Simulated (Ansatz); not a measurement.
# NaB (Fm-3m): a soft mode frozen in, part 2 of 3

Which phase does NaB (Fm-3m) fall into along its unstable mode, and how much energy does it gain?

Ansatz 0.2.0; DFT PBEsol, scalar-relativistic, plane waves, PAW; PAW set soft_1.

So far, highest frequency on the path or at a solved wavevector (cm⁻¹): step 2 (response at finite wavevector) 306. Also lowest frequency on the path (cm⁻¹): step 2 -210.

## Step 4: The mode frozen in, largest atomic shift 0.6 Å

The atoms are moved along the unstable eigenvector, the largest shift by 0.6 Å, with the cell fixed.

The input, input.yaml:

```yaml
crystal:
  lattice:
    - [0.0, -2.6511930787, -2.6511930787]
    - [0.0, 2.6511930787, -2.6511930787]
    - [5.3023861574, 0.0, 0.0]
  atoms:
    - { symbol: Na, position: [0.5, 0.5, 0.552102138] }
    - { symbol: Na, position: [0.0, 0.0, -0.052102138] }
    - { symbol: B, position: [0.5, 0.5, 0.113156602] }
    - { symbol: B, position: [0.0, 0.0, 0.386843398] }
kpoints:
  mp_grid: { grid: [12, 12, 8] }
hamiltonian:
  xc: pbesol
  pseudopotentials: { kind: paw, azcp: { folder: soft_1 }, xc_functional: pbe }
scf:
  occupations: { method: methfessel_paxton, width: 0.2 }
output:
  forces: true
  stress: true
  eigenvalues: true
```

Command:

```console
$ ansatz run input.yaml --threads 4 --pin off --max-ram 10240MiB --backend cpu --events-out ev --progress --plain --runs-dir out
```

Numbers of over 12 decimals in the logs are rounded to 6 here.

Output:

```text
[...]
Crystal: 4 atoms, lattice volume = 74.539 Å³
Basis set: ecut = 420 eV, 1465 PW (Γ), exchange–correlation on 54×54×72 points (8 copies of the dense FFT grid, shifted against one another)
Bands: 16, of which v1, the nominal top of the filled ones, is band 12 counted from 1 (11 counted from 0)
Symmetry: 16 space group operations
[...]
k-points: 140 of 1152
[...]
P = ⅓ Tr σ = -2.4145 GPa (-24.145 kbar)
--- Band table (eV; the first three rows and the last of 140) ---
  k-point 0: bands = [... 8 lower, -4.5663, -0.8126, 1.8340, 3.6352, 3.6352, 4.5688, 6.5517, 6.5517]
  k-point 1: bands = [... 8 lower, -4.5238, -0.9875, 2.0305, 3.6492, 3.6492, 4.5221, 6.5041, 6.5041]
  k-point 2: bands = [... 8 lower, -4.4114, -1.3628, 2.4858, 3.6841, 3.6841, 4.3573, 6.3905, 6.3905]
  k-point 139: bands = [... 8 lower, -1.4133, -1.4133, 1.3224, 1.3224, 3.3860, 3.3860, 4.0870, 4.0870]
[key lines of the parts left out:]
SCF converged after 7 iterations
Free energy (F): -3249.810639 eV
Fermi energy:    2.992087 eV
```

Elapsed: 1.9 s, on 4 threads of Arm Neoverse V2, shared host; peak memory 0.41 GiB.

This step gave:

* pressure: -2.415 GPa
* energy from the undistorted cell: -113.4 meV/atom

The energy, extrapolated to zero smearing, is -113.44 meV/atom against the undistorted cell.

The run ends at a pressure of -2.41 GPa, with forces up to 0.90 eV/Å.

## Step 5: Energy along the mode, all amplitudes (two of the runs are shown above)

An imaginary frequency means negative curvature, so the energy should fall and then rise again as anharmonic terms take over.

This step gave:

```yaml
depth_at_the_lowest_point_sampled: 113.4 meV/atom
largest_atomic_shift_at_that_point: 0.6 Å
```

Table of energy from the parent by largest atomic shift:

```
largest atomic shift (Å)  energy from the parent (meV/atom)
                   0.000                                  0
                   0.040                             -0.999
                   0.080                              -3.98
                   0.140                              -12.1
                   0.220                              -28.6
                   0.320                              -54.7
                   0.450                              -88.1
                   0.600                               -113
```

Displacement at unit largest shift by atom:

```
atom  x (Å)  y (Å)  z (Å)  size
 Na1   0.46   0.00   0.00  0.46
 Na2  -0.46   0.00   0.00  0.46
  B3   1.00   0.00   0.00  1.00
  B4  -1.00   0.00   0.00  1.00
```

The lowest of the steps tried is the last one, at 0.6 Å, 113 meV/atom below the parent; the bottom of the well need not coincide with a step.

## Step 6: Relaxing from the distorted cell

Starting from the lowest point found, all atoms and the cell are let go, so that strain and other modes of the same symmetry can join in.

input.yaml: that of step 4 with these lines changed.

```diff
@@ -21 +21,6 @@
   eigenvalues: true
+relax:
+  adjacent_minimum: "off"
+  f_tol: 0.002
+  max_steps: 120
+  cell: { stress_tol: 0.03 }
```

Output:

```text
[...]
Crystal: 4 atoms, lattice volume = 74.539 Å³
Basis set: ecut = 420 eV, 1465 PW (Γ), exchange–correlation on 54×54×72 points (8 copies of the dense FFT grid, shifted against one another)
Bands: 16, of which v1, the nominal top of the filled ones, is band 12 counted from 1 (11 counted from 0)
Symmetry: 16 space group operations
[...]
k-points: 140 of 1152
[...]
SCF iter   1: F=—  HF=-3249.863456 eV  |F-HF|=—  |Δ(HF+E_count)|=         —  Δρ=2.05e-2  dr2=2.41e-1  ethr=3.10e-3  ⟨swp⟩=5.4  Hψ=9653  notcnv=0
[...]
SCF iter   7: F=-3249.810639 eV  HF=-3249.810639 eV  |F-HF|=3.97e-8  |Δ(HF+E_count)|=   1.03e-8  S|Δr|=    0.00e0  Δρ=9.95e-6  dr2=7.89e-8  ethr=4.17e-10  ⟨swp⟩=3.9  Hψ=11708  notcnv=0
SCF 1 converged in 7 iterations: F = -3249.810639 eV  dr2 = 7.89e-8
[...]
relax step   1: F+E_penalty+E_count = -3249.81063919 eV  Δ(F+E_penalty+E_count) = +0.000e0 eV  max|allowed force component| = 8.983e-1 eV/Å  Δτ_max = 0.0000 Å  P = -2.415 GPa  Ω = 74.539 Å³  (7 SCF iters, dr2 threshold 1.00e-7 eV, accepted)
Crystal: 4 atoms, lattice volume = 68.340 Å³
Basis set: ecut = 420 eV, 1293 PW (Γ), exchange–correlation on 54×54×72 points (8 copies of the dense FFT grid, shifted against one another)
[...]
SCF iter   7: F=-3250.336399 eV  HF=-3250.336399 eV  |F-HF|=1.49e-8  |Δ(HF+E_count)|=   1.88e-7  S|Δr|=    0.00e0  Δρ=7.95e-6  dr2=4.87e-8  ethr=1.67e-9  ⟨swp⟩=5.0  Hψ=10065  notcnv=0
SCF 2 converged in 7 iterations: F = -3250.336399 eV  dr2 = 4.87e-8
relax step   2: F+E_penalty+E_count = -3250.33639936 eV  Δ(F+E_penalty+E_count) = -5.258e-1 eV  max|allowed force component| = 2.715e-1 eV/Å  Δτ_max = 0.1514 Å  P = -3.308 GPa  Ω = 68.340 Å³  energy of the carried Pulay correction = +9.442e-4 eV  (7 SCF iters, dr2 threshold 4.00e-7 eV, accepted)
Crystal: 4 atoms, lattice volume = 63.106 Å³
Basis set: ecut = 420 eV, 1227 PW (Γ), exchange–correlation on 54×54×72 points (8 copies of the dense FFT grid, shifted against one another)
[...]
SCF iter   6: F=-3250.783894 eV  HF=-3250.783894 eV  |F-HF|=2.29e-7  |Δ(HF+E_count)|=   3.73e-8  S|Δr|=    0.00e0  Δρ=2.45e-5  dr2=2.44e-7  ethr=1.67e-9  ⟨swp⟩=5.8  Hψ=10321  notcnv=0
SCF 3 converged in 6 iterations: F = -3250.783894 eV  dr2 = 2.44e-7
relax step   3: F+E_penalty+E_count = -3250.78389397 eV  Δ(F+E_penalty+E_count) = -4.475e-1 eV  max|allowed force component| = 4.151e-1 eV/Å  Δτ_max = 0.1083 Å  P = -3.688 GPa  Ω = 63.106 Å³  energy of the carried Pulay correction = +1.808e-3 eV  (6 SCF iters, dr2 threshold 4.00e-7 eV, accepted)
[... from here on, the SCF cycles and remarks between the steps are left out ...]
relax step   4: F+E_penalty+E_count = -3251.23960280 eV  Δ(F+E_penalty+E_count) = -4.557e-1 eV  max|allowed force component| = 4.200e-1 eV/Å  Δτ_max = 0.1062 Å  P = -2.665 GPa  Ω = 58.200 Å³  energy of the carried Pulay correction = +2.680e-3 eV  (6 SCF iters, dr2 threshold 4.00e-7 eV, accepted)
relax step   5: F+E_penalty+E_count = -3251.75085279 eV  Δ(F+E_penalty+E_count) = -5.112e-1 eV  max|allowed force component| = 3.488e-1 eV/Å  Δτ_max = 0.1102 Å  P = +0.491 GPa  Ω = 54.014 Å³  energy of the carried Pulay correction = +3.476e-3 eV  (6 SCF iters, dr2 threshold 4.00e-7 eV, accepted)
relax step   6: F+E_penalty+E_count = -3252.16888571 eV  Δ(F+E_penalty+E_count) = -4.180e-1 eV  max|allowed force component| = 3.591e-1 eV/Å  Δτ_max = 0.0798 Å  P = +3.226 GPa  Ω = 52.381 Å³  energy of the carried Pulay correction = +3.801e-3 eV  (6 SCF iters, dr2 threshold 4.00e-7 eV, accepted)
relax step   7: F+E_penalty+E_count = -3252.56131751 eV  Δ(F+E_penalty+E_count) = -3.924e-1 eV  max|allowed force component| = 3.215e-1 eV/Å  Δτ_max = 0.0904 Å  P = +8.571 GPa  Ω = 49.800 Å³  energy of the carried Pulay correction = +4.332e-3 eV  (6 SCF iters, dr2 threshold 4.00e-7 eV, accepted)
relax step   8: F+E_penalty+E_count = -3252.79759588 eV  Δ(F+E_penalty+E_count) = -2.363e-1 eV  max|allowed force component| = 4.995e-1 eV/Å  Δτ_max = 0.0456 Å  P = +8.972 GPa  Ω = 50.022 Å³  energy of the carried Pulay correction = +4.286e-3 eV  (7 SCF iters, dr2 threshold 4.00e-7 eV, accepted)
relax step   9: F+E_penalty+E_count = -3252.99908139 eV  Δ(F+E_penalty+E_count) = -2.015e-1 eV  max|allowed force component| = 4.343e-1 eV/Å  Δτ_max = 0.0186 Å  P = +5.651 GPa  Ω = 51.981 Å³  energy of the carried Pulay correction = +3.882e-3 eV  (5 SCF iters, dr2 threshold 4.00e-7 eV, accepted)
relax step  10: F+E_penalty+E_count = -3253.12367110 eV  Δ(F+E_penalty+E_count) = -1.246e-1 eV  max|allowed force component| = 1.990e-1 eV/Å  Δτ_max = 0.0077 Å  P = +2.614 GPa  Ω = 53.565 Å³  energy of the carried Pulay correction = +3.565e-3 eV  (8 SCF iters, dr2 threshold 4.00e-7 eV, accepted)
relax step  11: F+E_penalty+E_count = -3253.14360114 eV  Δ(F+E_penalty+E_count) = -1.993e-2 eV  max|allowed force component| = 2.185e-2 eV/Å  Δτ_max = 0.0088 Å  P = -0.892 GPa  Ω = 55.691 Å³  energy of the carried Pulay correction = +3.151e-3 eV  (8 SCF iters, dr2 threshold 4.00e-7 eV, accepted)
relax step  12: F+E_penalty+E_count = -3253.14671132 eV  Δ(F+E_penalty+E_count) = -3.110e-3 eV  max|allowed force component| = 1.184e-2 eV/Å  Δτ_max = 0.0053 Å  P = +0.201 GPa  Ω = 54.911 Å³  energy of the carried Pulay correction = +3.301e-3 eV  (4 SCF iters, dr2 threshold 4.00e-7 eV, accepted)
relax step  13: F+E_penalty+E_count = -3253.14688561 eV  Δ(F+E_penalty+E_count) = -1.743e-4 eV  max|allowed force component| = 9.297e-3 eV/Å  Δτ_max = 0.0041 Å  P = -0.015 GPa  Ω = 55.082 Å³  energy of the carried Pulay correction = +3.268e-3 eV  (4 SCF iters, dr2 threshold 4.00e-7 eV, accepted)
relax step  14: F+E_penalty+E_count = -3253.14691741 eV  Δ(F+E_penalty+E_count) = -3.180e-5 eV  max|allowed force component| = 2.331e-3 eV/Å  Δτ_max = 0.0014 Å  P = +0.010 GPa  Ω = 55.062 Å³  energy of the carried Pulay correction = +3.272e-3 eV  (5 SCF iters, dr2 threshold 5.40e-9 eV, accepted)
relax step  15: F+E_penalty+E_count = -3253.14691729 eV  Δ(F+E_penalty+E_count) = +1.237e-7 eV  max|allowed force component| = 3.081e-5 eV/Å  Δτ_max = 0.0002 Å  P = -0.000 GPa  Ω = 55.067 Å³  energy of the carried Pulay correction = +3.271e-3 eV  (6 SCF iters, dr2 threshold 3.40e-10 eV, accepted)
relax step  16: F+E_penalty+E_count = -3253.30679491 eV  Δ(F+E_penalty+E_count) = -1.599e-1 eV  max|allowed force component| = 2.132e-2 eV/Å  Δτ_max = 0.0000 Å  P = +2.550 GPa  Ω = 55.067 Å³  stress off target by 7.57e0 GPa  SCF on the basis re-selected at this cell (its energy is not comparable with the rows above)  (8 SCF iters)
relax step  17: F+E_penalty+E_count = -3253.37042142 eV  Δ(F+E_penalty+E_count) = -6.363e-2 eV  max|allowed force component| = 3.083e-2 eV/Å  Δτ_max = 0.0241 Å  P = +1.046 GPa  Ω = 57.097 Å³  energy of the carried Pulay correction = -5.870e-4 eV  (5 SCF iters, dr2 threshold 4.00e-7 eV, accepted)
relax step  18: F+E_penalty+E_count = -3253.39563616 eV  Δ(F+E_penalty+E_count) = -2.521e-2 eV  max|allowed force component| = 1.580e-2 eV/Å  Δτ_max = 0.0182 Å  P = +0.479 GPa  Ω = 58.499 Å³  energy of the carried Pulay correction = -1.003e-3 eV  (5 SCF iters, dr2 threshold 4.00e-7 eV, accepted)
relax step  19: F+E_penalty+E_count = -3253.39626480 eV  Δ(F+E_penalty+E_count) = -6.286e-4 eV  max|allowed force component| = 1.650e-3 eV/Å  Δτ_max = 0.0035 Å  P = -0.237 GPa  Ω = 59.392 Å³  energy of the carried Pulay correction = -1.241e-3 eV  (5 SCF iters, dr2 threshold 4.00e-7 eV, accepted)
relax step  20: F+E_penalty+E_count = -3253.39653202 eV  Δ(F+E_penalty+E_count) = -2.672e-4 eV  max|allowed force component| = 3.024e-4 eV/Å  Δτ_max = 0.0008 Å  P = +0.008 GPa  Ω = 59.116 Å³  energy of the carried Pulay correction = -1.170e-3 eV  (4 SCF iters, dr2 threshold 2.09e-7 eV, accepted)
relax step  21: F+E_penalty+E_count = -3253.39880440 eV  Δ(F+E_penalty+E_count) = -2.272e-3 eV  max|allowed force component| = 3.295e-4 eV/Å  Δτ_max = 0.0000 Å  P = +0.054 GPa  Ω = 59.116 Å³  stress off target by 1.17e-1 GPa  SCF on the basis re-selected at this cell (its energy is not comparable with the rows above)  (6 SCF iters)
relax step  22: F+E_penalty+E_count = -3253.39881105 eV  Δ(F+E_penalty+E_count) = -6.642e-6 eV  max|allowed force component| = 2.919e-4 eV/Å  Δτ_max = 0.0009 Å  P = +0.001 GPa  Ω = 59.213 Å³  energy of the carried Pulay correction = -2.634e-5 eV  (4 SCF iters, dr2 threshold 3.42e-8 eV, accepted)
[...]
SCF iter   6: F=-3253.398839 eV  HF=-3253.398839 eV  |F-HF|=9.09e-13  |Δ(HF+E_count)|=  1.27e-11  S|Δr|=    0.00e0  Δρ=6.93e-8  dr2=1.11e-12  ethr=1.00e-12  ⟨swp⟩=5.7  Hψ=8836  notcnv=0
SCF 23 converged in 6 iterations: F = -3253.398839 eV  dr2 = 1.11e-12
relax step  23: F+E_penalty+E_count = -3253.39883858 eV  Δ(F+E_penalty+E_count) = -2.754e-5 eV  max|allowed force component| = 2.813e-4 eV/Å  Δτ_max = 0.0000 Å  P = +0.001 GPa  Ω = 59.213 Å³  stress off target by 6.97e-3 GPa  SCF on the basis re-selected at this cell (its energy is not comparable with the rows above)  (6 SCF iters)
[...]
SCF converged after 6 iterations
[...]
Free energy (F): -3253.398839 eV
[...]
Internal energy: -3253.397540 eV  (E = F + TS)
E sigma→0 (E₀):  -3253.398514 eV
Entropy (-TS):   -0.001299 eV (-0.325 meV/atom)
Fermi energy:    5.664493 eV
[...]
--- Forces (eV/Å), atoms counted from 1 ---
  atom   1  Na     0.00028125     0.00000000     0.00000000
  atom   2  Na    -0.00028125     0.00000000     0.00000000
  atom   3  B     -0.00012223     0.00000000    -0.00000000
  atom   4  B      0.00012223     0.00000000     0.00000000
  max |Σ_I F_I| component: 8.67e-19 eV/Å
--- Stress (GPa, compression-positive) ---
        0.006974       0.000000       0.000000
        0.000000      -0.001253      -0.000000
        0.000000      -0.000000      -0.001253
  P = ⅓ Tr σ = 0.0015 GPa (0.015 kbar)
--- Band table (eV; the first three rows and the last of 140) ---
  k-point 0: bands = [... 8 lower, -6.4901, 0.3611, 2.2488, 5.8374, 5.8374, 7.0792, 8.4066, 13.3840]
  k-point 1: bands = [... 8 lower, -6.4896, 0.3207, 2.3566, 5.8374, 5.8374, 6.6444, 8.9089, 13.3693]
  k-point 2: bands = [... 8 lower, -6.4883, 0.2339, 2.6313, 5.8375, 5.8375, 5.9588, 9.8010, 13.2948]
  k-point 139: bands = [... 8 lower, 0.0896, 0.0896, 2.8496, 2.8496, 7.5237, 7.5237, 11.0695, 11.0695]
--- Relaxed structure (20 steps of the walk, 20 accepted, 3 SCFs on fresh bases) ---
  F+E_penalty+E_count = -3253.39883858 eV   max|allowed force component| = 2.813e-4 eV/Å   (the final SCF, on the basis selected at the relaxed cell)
  cell:  # Å, volume = 59.2130 Å³
    - [0, -1.929056, -1.929056]
    - [0, 1.929056, -1.929056]
    - [7.956049, 0, 0.0]
  atoms:
    - { symbol: Na, position: [0.500000, 0.500000, 0.554923] }
    - { symbol: Na, position: [0, 0, -0.054923] }
    - { symbol: B, position: [0.500000, 0.500000, 0.237472] }
    - { symbol: B, position: [0, 0, 0.262528] }
```

Elapsed: 42 s, on 4 threads; peak memory 0.46 GiB.

Relaxation path (22 of 23):

```
step  energy less that of the first step (eV)  largest force component (eV/Å)  pressure (GPa)  volume (Å³)
   1                                   0.0000                          0.8983           -2.41        74.54
   2                                  -0.5258                          0.2715           -3.31        68.34
   3                                  -0.9733                          0.4151           -3.69        63.11
   4                                  -1.4290                          0.4200           -2.66        58.20
   5                                  -1.9402                          0.3488            0.49        54.01
   6                                  -2.3582                          0.3591            3.23        52.38
   7                                  -2.7507                          0.3215            8.57        49.80
   8                                  -2.9870                          0.4995            8.97        50.02
   9                                  -3.1884                          0.4343            5.65        51.98
  10                                  -3.3130                          0.1990            2.61        53.56
  11                                  -3.3330                          0.0219           -0.89        55.69
  13                                  -3.3362                          0.0093           -0.02        55.08
  14                                  -3.3363                          0.0023            0.01        55.06
  15                                  -3.3363                          0.0000            0.00        55.07
 16*                                  -3.4962                          0.0213            2.55        55.07
  17                                  -3.5598                          0.0308            1.05        57.10
  18                                  -3.5850                          0.0158            0.48        58.50
  19                                  -3.5856                          0.0016           -0.24        59.39
  20                                  -3.5859                          0.0003            0.01        59.12
 21*                                  -3.5882                          0.0003            0.05        59.12
  22                                  -3.5882                          0.0003            0.00        59.21
 23*                                  -3.5882                          0.0003            0.00        59.21
```

Relaxation steps marked * repeat the geometry before them on a plane-wave basis chosen anew for their cell, so energy and pressure can jump there. Other such steps can lie between the rows shown.

The run keeps the 16 symmetry operations that it works with, so distortions that break them were not tested.

```
     cell as run  before  after   change
           a (Å)   3.749  2.728  -27.2 %
           b (Å)   3.749  2.728  -27.2 %
           c (Å)   5.302  7.956  +50.0 %
volume (Å³/atom)   18.63  14.80  -20.6 %
```

The atoms that moved most (Å, as changes of fractional coordinates times the final cell):

```
atom      dx     dy     dz  length
  B4  -0.989  0.000  0.000   0.989
  B3   0.989  0.000  0.000   0.989
 Na1   0.022  0.000  0.000   0.022
 Na2  -0.022  0.000  0.000   0.022
```

The relaxed structure:

```xyz
4
Lattice="0.0000 -1.9291 -1.9291 0.0000 1.9291 -1.9291 7.9560 0.0000 0.0000" Properties=species:S:1:pos:R:3 pbc="T T T"
Na    4.4150    0.0000   -1.9291
Na   -0.4370    0.0000    0.0000
B     1.8893    0.0000   -1.9291
B     2.0887    0.0000    0.0000
```

Numbers from this step:

```yaml
pressure: 0.001489 GPa
volume_per_atom: 14.80 Å³
```

The distorted start has space group P4/nmm; the relaxation ends in P4/nmm.

## Step 7: The new phase in its own primitive cell

The relaxed structure is symmetrised, reduced to its primitive cell and relaxed tightly, as its phonons need.

input.yaml, the sections that differ from step 6:

```yaml
crystal:
  lattice:
    - [2.7280975066, 0.0, 0.0]
    - [0.0, 2.7280975066, 0.0]
    - [0.0, 0.0, 7.956048537]
  atoms:
    - { symbol: Na, position: [0.0, 0.5, 0.3049234998] }
    - { symbol: Na, position: [0.5, 0.0, 0.6950765002] }
    - { symbol: B, position: [0.0, 0.5, 0.9874716546] }
    - { symbol: B, position: [0.5, 0.0, 0.0125283454] }
kpoints:
  mp_grid: { grid: [16, 16, 6] }
relax:
  adjacent_minimum: "off"
  f_tol: 0.001
  max_steps: 60
  cell: { stress_tol: 0.01 }
# hamiltonian, scf, output: as in step 6
```

Output:

```text
[...]
Crystal: 4 atoms, lattice volume = 59.213 Å³
Basis set: ecut = 420 eV, 1175 PW (Γ), exchange–correlation on 40×40×108 points (8 copies of the dense FFT grid, shifted against one another)
Bands: 16, of which v1, the nominal top of the filled ones, is band 12 counted from 1 (11 counted from 0)
Symmetry: 16 space group operations
[...]
k-points: 180 of 1536
[...]
--- Relaxed structure (5 steps of the walk, 5 accepted, 1 SCFs on fresh bases) ---
[...]
cell:  # Å, volume = 59.4097 Å³
    - [2.734756, 0, 0]
    - [0, 2.734756, 0]
    - [0, 0.0, 7.943660]
  atoms:
    - { symbol: Na, position: [0, 0.5, 0.305540] }
    - { symbol: Na, position: [0.5, 0, 0.694460] }
    - { symbol: B, position: [0, 0.5, 0.988025] }
    - { symbol: B, position: [0.5, 0, 0.011975] }
[key lines of the parts left out:]
SCF converged after 6 iterations
Free energy (F): -3253.392365 eV
Fermi energy:    5.629152 eV
P = ⅓ Tr σ = 0.0002 GPa (0.002 kbar)
```

It took 12 s on 4 threads; peak memory 0.45 GiB; 45 s of CPU time.

The steps of the relaxation:

```
step  energy less that of the first step (eV)  largest force component (eV/Å)  pressure (GPa)  volume (Å³)
   1                                   0.0000                          0.0356            0.25        59.21
   2                                  -0.0003                          0.0269            0.13        59.17
   3                                  -0.0005                          0.0065            0.04        59.36
   4                                  -0.0006                          0.0030            0.01        59.38
   5                                  -0.0006                          0.0000            0.00        59.41
  6*                                  -0.0006                          0.0000            0.00        59.41
```

Relaxation steps marked * repeat the geometry before them on a plane-wave basis chosen anew for their cell, so energy and pressure can jump there.

The run keeps the 16 symmetry operations that it works with, so distortions that break them were not tested.

```
conventional cell, symmetrised  before  after  change
                         a (Å)   2.728  2.735  +0.2 %
                         b (Å)   2.728  2.735  +0.2 %
                         c (Å)   7.956  7.944  -0.2 %
              volume (Å³/atom)   14.80  14.85  +0.3 %
```

Numbers from this step:

| Quantity | Value |
| --- | --- |
| pressure | 2.27e-4 GPa |
| volume per atom | 14.85 Å³ |

The largest force component left is 0.034 meV/Å and the pressure is 0.000 GPa, within the tolerances set. The cell now holds 14.85 Å³/atom.

(Part 2 of 3 ends here.)

[Logs are printed without paths, hosts, clocks, repeated set-up lines and the standing remarks that a program may print on its own settings, such as how far it seeks lower states.]

[Hosts, paths, dates, database ids (printed as entryN), source tags and the programs' standing remarks are cut or masked in the printed files.]
